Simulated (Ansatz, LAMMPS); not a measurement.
# Elastic response of amorphous 42Ga2O3-58Al2O3 (mol %) (95 atoms), part 4 of 4

Aim: relax amorphous 42Ga2O3-58Al2O3 (mol %) (95 atoms), then change its volume and shape to read moduli from the stress.

Ansatz 0.2.0; Kohn-Sham DFT, PBE, PAW (set soft_2), plane waves.

The cell: 16 Ga, 22 Al and 57 O. The quench rate of 100 K/ps is orders of magnitude faster than experiment. The network of bonds at the start is that of the classical potential that made the cell. Sampling is at Γ alone.

So far. Step 11 (Compressed by 1 % along x): The relaxation converged after 5 steps, 0.0390 eV below its start, with a largest force component of 0.049 eV/Å. Step 11 (Compressed by 1 % along x): Compressed by 1 % along x: the energy stands 0.0680 eV above that of the reference, at a pressure of 1.13 GPa.

### 12. Sheared by 2 % in xy

A shear of the relaxed cell gives the modulus that volume changes can't reach.

The input, input.yaml:

```yaml
crystal:
  lattice:
    - [10.20032, 0.02372, 0.09733]
    - [0.02333, 10.16078, 0.1714]
    - [0.09904, 0.17237, 9.95483]
  atoms:
    [... the 95 atom lines of step 4 ...]
kpoints:
  mp_grid: { grid: [1, 1, 1] }
hamiltonian:
  xc: pbe
scf:
  occupations: { method: fixed }
output:
  forces: true
  eigenvalues: true
  stress: true
relax:
  f_tol: 0.05
  max_steps: 70
```

On the command line:

```sh
> ansatz run input.yaml --threads 4 --pin off --max-ram 8192MiB --backend cpu --events-out ev --progress --plain --runs-dir out
```

Numbers of over 12 decimals in the logs are rounded to 6 here.

Output:

```text
[...]
Crystal: 95 atoms, lattice volume = 1031.346 Å³
Basis set: ecut = 420 eV, 20121 PW (Γ), exchange–correlation on 144×144×144 points (8 copies of the dense FFT grid, shifted against one another)
Bands: 403, of which v1, the nominal top of the filled ones, is band 308 counted from 1 (307 counted from 0)
Symmetry: 1 space group operations
[...]
k-points: 1
[...]
SCF iter   1: F=—  HF=-104780.969281 eV  |F-HF|=—  |Δ(HF+E_count)|=         —  Δρ=2.41e-3  dr2=5.19e-2  ethr=1.77e-3  ⟨swp⟩=5.0  Hψ=1400  notcnv=0  defer=93
[...]
SCF iter   5: F=—  HF=-104780.983430 eV  |F-HF|=—  |Δ(HF+E_count)|=   6.04e-5  Δρ=9.58e-5  dr2=8.18e-5  ethr=4.02e-8  ⟨swp⟩=2.0  Hψ=607  notcnv=0  defer=93
SCF iter   6: F=-104780.983449 eV  HF=-104780.983446 eV  |F-HF|=3.55e-6  |Δ(HF+E_count)|=   1.55e-5  Δρ=2.13e-5  dr2=5.20e-6  ethr=1.01e-8  ⟨swp⟩=13.0  Hψ=2186  notcnv=0
SCF 1 converged in 6 iterations: F = -104780.983449 eV  dr2 = 5.20e-6
[...]
relax step   1: F+E_penalty+E_count = -104780.98344905 eV  Δ(F+E_penalty+E_count) = +0.000e0 eV  max|allowed force component| = 3.575e-1 eV/Å  Δτ_max = 0.0000 Å  (6 SCF iters, dr2 threshold 6.25e-5 eV, accepted)
[...]
relax step   2: F+E_penalty+E_count = -104781.01595142 eV  Δ(F+E_penalty+E_count) = -3.250e-2 eV  max|allowed force component| = 2.272e-1 eV/Å  Δτ_max = 0.0155 Å  (6 SCF iters, dr2 threshold 7.99e-6 eV, accepted)
[...]
relax step   3: F+E_penalty+E_count = -104781.04035720 eV  Δ(F+E_penalty+E_count) = -2.441e-2 eV  max|allowed force component| = 7.747e-2 eV/Å  Δτ_max = 0.0224 Å  (6 SCF iters, dr2 threshold 3.23e-6 eV, accepted)
relax step   4: F+E_penalty+E_count = -104781.05186142 eV  Δ(F+E_penalty+E_count) = -1.150e-2 eV  max|allowed force component| = 6.619e-2 eV/Å  Δτ_max = 0.0616 Å  (9 SCF iters, accepted)
relax step   5: F+E_penalty+E_count = -104781.04374317 eV  Δ(F+E_penalty+E_count) = +8.118e-3 eV  max|allowed force component| = 1.769e-1 eV/Å  Δτ_max = 0.0920 Å  (9 SCF iters, rejected (line search))
relax step   6: F+E_penalty+E_count = -104781.05483002 eV  Δ(F+E_penalty+E_count) = -2.969e-3 eV  max|allowed force component| = 9.348e-2 eV/Å  Δτ_max = 0.0220 Å  (9 SCF iters, accepted)
relax step   7: F+E_penalty+E_count = -104781.05784420 eV  Δ(F+E_penalty+E_count) = -3.014e-3 eV  max|allowed force component| = 1.831e-2 eV/Å  Δτ_max = 0.0282 Å  (6 SCF iters, dr2 threshold 6.38e-6 eV, accepted)
[...]
relax step   8: F+E_penalty+E_count = -104781.05784468 eV  Δ(F+E_penalty+E_count) = -4.779e-7 eV  max|allowed force component| = 1.840e-2 eV/Å  Δτ_max = 0.0000 Å  (4 SCF iters, accepted)
SCF converged after 4 iterations
Free energy (F): -104781.057845 eV
[...]
Internal energy: -104781.057845 eV  (E = F + TS)
E sigma→0 (E₀):  -104781.057845 eV
Fermi energy:    6.504827 eV
[...]
Σ components = -104781.057845   (vs F -104781.057845, Δ=0.00e0)
--- Forces (eV/Å), atoms counted from 1 ---
  atom   1  Ga    -0.01745413     0.00120324     0.01095575
  atom   2  Ga     0.00399434    -0.00866792     0.00051428
  atom   3  Ga     0.00489476     0.00075295    -0.00487511
  atom   4  Ga     0.00148604    -0.00189168    -0.00144510
[...]
atom  95  O      0.00061689     0.00268440     0.00550355
  max |Σ_I F_I| component: 7.74e-5 eV/Å
--- Stress (GPa, compression-positive) ---
        0.237988      -1.022857      -0.006109
       -1.022846       0.217793      -0.176710
       -0.006103      -0.176708       0.344232
  P = ⅓ Tr σ = 0.2667 GPa (2.667 kbar)
--- Band table (eV) ---
[...]
--- Relaxed structure (8 steps of the walk, 7 accepted, 0 SCFs on fresh bases) ---
  F+E_penalty+E_count = -104781.05784468 eV   max|allowed force component| = 1.840e-2 eV/Å
  atoms:
    - { symbol: Ga, position: [0.805027, 0.443977, 0.678371] }
    - { symbol: Ga, position: [0.621586, 0.568588, 0.841463] }
    - { symbol: Ga, position: [0.039566, 0.436812, 0.971298] }
    - { symbol: Ga, position: [0.565154, 0.727396, 0.575155] }
[...]
- { symbol: O, position: [0.669084, 0.858561, 0.694166] }
```

Elapsed: 70 s, on 4 threads of Intel Xeon Platinum 8375C at 2.90GHz (Ice Lake), shared host; peak memory 1.6 GiB; 4.2 min of CPU time.

The relaxation converged after 8 steps, 0.0744 eV below its start, with a largest force component of 0.018 eV/Å.

Sheared by 2 % in xy: the energy stands 0.0736 eV above that of the reference, at a pressure of 0.267 GPa.

### 13. Pressure against volume

Atoms are relaxed at each volume, in the scaled cell.

```tsv
volume change (%)	volume (Å³/atom)	energy change (meV/atom)	pressure (GPa)	largest move on relaxing (Å)	bonds	gap (eV)
-10	9.772	43.02	13.94	1.09	195	3.20
-6	10.206	16.10	7.94	0.44	189	2.87
-3	10.532	3.21	4.29	0.41	187	2.65
+0	10.857	0.00	0.01	-	185	2.46
+3	11.183	3.00	-2.85	0.25	183	2.21
+6	11.509	5.98	-3.98	0.77	175	2.29
```

### 14. Uniaxial strain and shear

Stress (GPa, compression positive) less that of the relaxed cell, atoms relaxed:

```tsv
strain	xx	yy	zz	xy	energy change (meV/atom)
stretched by 1 % along x	-1.700	-0.461	-0.713	0.106	0.63
compressed by 1 % along x	1.994	0.529	0.821	-0.200	0.72
sheared by 2 % in xy	0.224	0.205	0.330	-1.025	0.77
```

### 15. What came out

The bulk modulus, from the slope of pressure against ln V over the three points nearest the relaxed volume, is 119 GPa; between neighbouring points the slope runs 138, 116, 140, 97 and 40 GPa from the smallest volume up, without a steady fall, so no pressure derivative is given. The count of bonds runs from 175 to 195 over the series, so at some points contacts cross the cutoffs. At -10 % and +6 % some atom moved by over 0.5 Å on relaxing, so those points may sit in another local minimum. The gap goes from 3.20 eV at the smallest volume to 2.29 eV at the largest, -6.0 eV per unit of ln V by a straight line, not monotonically (lowest 2.21, highest 3.20 eV), on the run's k-points. In the Cartesian axes of the cell, finite differences give C11 = 185, C12 = 49.5, C13 = 76.7 and C66 = 51.3 GPa (the shear of 2 % is the engineering strain, εxy = 0.01). The mean of C11, C12 and C13, which equals the bulk modulus in a cubic or isotropic solid, is 104 GPa: it lies 13 % under the bulk modulus from the volumes. For an isotropic solid C66 would equal (C11 − C12)/2 = 67.6 GPa; so small a sample needn't be isotropic, and C66 rests on one shear. With the bulk modulus and C66 as K and G, Young's modulus would be about 134 GPa and Poisson's ratio 0.31.

**Limits.** Strains are finite and relaxations stop at the force tolerance of the input, which can leave moduli too stiff; they are those of a static cell at zero temperature. Volumes are changed with the cell's shape held, so in an anisotropic solid the modulus lies over the one under free hydrostatic load. The program notes that the SCF threshold of the relaxations is loose for the stress.

The DFT runs together took 15 min of wall time.

[Logs are printed without paths, hosts, clocks, repeated set-up lines and the standing remarks that a program may print on its own settings, such as how far it seeks lower states.]

[Hosts, paths, dates, database ids (printed as entryN), source tags and the programs' standing remarks are cut or masked in the printed files.]
